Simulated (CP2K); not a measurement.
Consider fluoroallene at its PBE geometry (Å).

```xyz
7

C    -1.3386    0.0510    0.0680
C    -0.0337   -0.0201   -0.0133
C     1.2682   -0.1206   -0.0967
F     2.1003    0.9065    0.2901
H    -1.9448    0.4294   -0.7591
H    -1.8702   -0.2592    0.9716
H     1.8188   -0.9869   -0.4606
```

Method: CP2K XAS_TDP, all-electron GAPW, PBEh(45%), aug-cc-pVDZ, TDA, GW2X-corrected core level, no relativity.

Q: Where do the C K-edge lines lie, and how strong are they?

Leading lines: C1 287.34 eV, C2 286.99 eV and C3 289.96 eV. The leading line of an atom is its first one with 35 % of the strongest within 2.5 eV of its lowest line over the strength cut. Core ionisation energies at this level: C2 292.78, C3 294.81 and C1 293.07 eV.

The first six lines of each atom with a strength over 0.0015:

```tsv
atom	energy (eV)	states	strength, one atom	above the computed threshold
C1 (bonded to C and 2 H)	287.34	1	0.0496	
	290.36	1	0.0063	
	290.94	1	0.0037	
	292.09	1	0.0109	
	292.18	1	0.0036	
	292.57	1	0.0045	
C2 (bonded to 2 C)	286.99	1	0.0470	
	287.91	1	0.0523	
	292.25	1	0.0043	
	294.52	1	0.0026	yes
	294.60	1	0.0023	yes
	294.92	1	0.0024	yes
C3 (bonded to C, F and H)	289.96	1	0.0544	
	290.44	1	0.0224	
	292.96	1	0.0053	
	293.63	1	0.0068	
	294.20	1	0.0041	
	294.22	1	0.0032
```

Lines are vertical, at one geometry, with no vibrational structure. GW2X ionisation energies and lines can be off by 1 to 2 eV either way, and a good line position may hide errors that cancel. These values hold no scalar relativity, about 0.1 eV for C 1s. Rydberg lines, and the discretised continuum above threshold, depend on the basis and the box.

[Banner, clock and machine lines of the logs are left out without a mark of their own.]

[Logs are printed without paths, hosts, clocks, repeated set-up lines and the standing remarks that a program may print on its own settings, such as how far it seeks lower states.]

[Hosts, paths, dates, database ids (printed as entryN), source tags and the programs' standing remarks are cut or masked in the printed files.]
